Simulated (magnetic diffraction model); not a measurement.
# Moment size from magnetic intensity in Nd4Zn3B6

Space group R-3m (no. 166), a = 5.4380 Å, c = 23.2510 Å.

| site | atom | x | y | z |
| --- | --- | --- | --- | --- |
| 6c | Nd | 2/3 | 1/3 | 0.7432 |
| 6c | Nd | 1/3 | 2/3 | 0.9249 |
| 6c | Zn | 1/3 | 2/3 | 0.7816 |
| 3a | Zn | 0 | 0 | 0 |
| 18g | B | 0.3391 | 1/3 | 5/6 |

The compound is invented for this exercise: a known structure type with other elements, its cell scaled to their sizes and not relaxed.

Only Nd is taken to order (form factors of Nd3+); orders and moment sizes are assumed, and not adapted to the symmetry. Radiation: neutrons of λ = 2.36 Å (absorption by B left out), 8° to 70°; isotropic B of 0.18 Å² (Nd), 0.19 Å² (Zn) and 0.33 Å² (B). The intensities are simulated: I ∝ L Σ (|F_N|² + |F_M⊥|²) for unpolarised neutrons, with F_M = 2.695 fm/μB × Σ f(s) S exp(2πi Q·r) exp(−B s²) at Q = H ± k (one set where k and −k are equivalent), only the part normal to Q counting and L = 1/(sin²θ cos θ). For collinear order S is the moment m, which repeats by lattice and centring translations R with the sign exp(−2πi k·R). Form factors are spin-only for 3d ions and dipole or tabulated for f ions, scattering lengths are Sears's of 1992, and absorption is left out. A label names one of the reflections at its angle. The strongest nuclear line in the range is 100, and lines under 0.2 are left out.

In a first state the assumed order is k = (0 0 0), collinear moments along [120], 2.4 μB on Nd; signs + at (2/3, 1/3, 0.7432), + at (2/3, 1/3, 0.9235), + at (1/3, 2/3, 0.9249), − at (0, 0, 0.7418), with this pattern:

```tsv
2θ (°)	index	nuclear	magnetic
17.52	(0 0 3)	72.6	14.9
29.62	(1 0 1)	0.0	14.0
31.37	(0 1 2)	0.1	1.5
35.46	(0 0 6)	0.3	3.8
37.62	(1 0 4)	0.0	3.1
41.78	(0 1 5)	1.7	10.9
51.44	(1 1 0)	37.7	2.6
51.54	(1 0 7)	22.3	5.8
54.36	(0 0 9)	8.5	1.5
54.76	(1 1 3)	25.1	5.0
56.99	(0 1 8)	23.7	0.7
60.49	(0 2 1)	0.1	3.2
61.50	(2 0 2)	0.2	0.4
64.03	(1 1 6)	100.0	4.6
65.46	(0 2 4)	0.1	0.8
68.35	(2 0 5)	1.4	3.3
```
(The table stops after 16 lines; 1 more lie at higher angle.)

**Question.** Nearer the ordering temperature the line at 17.52° has total intensity 73.9 on the same scale, and all moments have shrunk alike. How large is the Nd moment?

The nuclear part, 72.6, stays, so the magnetic part is 1.3 against 14.9. It goes as m², so m = 2.4 × √(1.3/14.9) = 0.71 μB; the value used was 0.72 μB.

[Logs are printed without paths, hosts, clocks, repeated set-up lines and the standing remarks that a program may print on its own settings, such as how far it seeks lower states.]
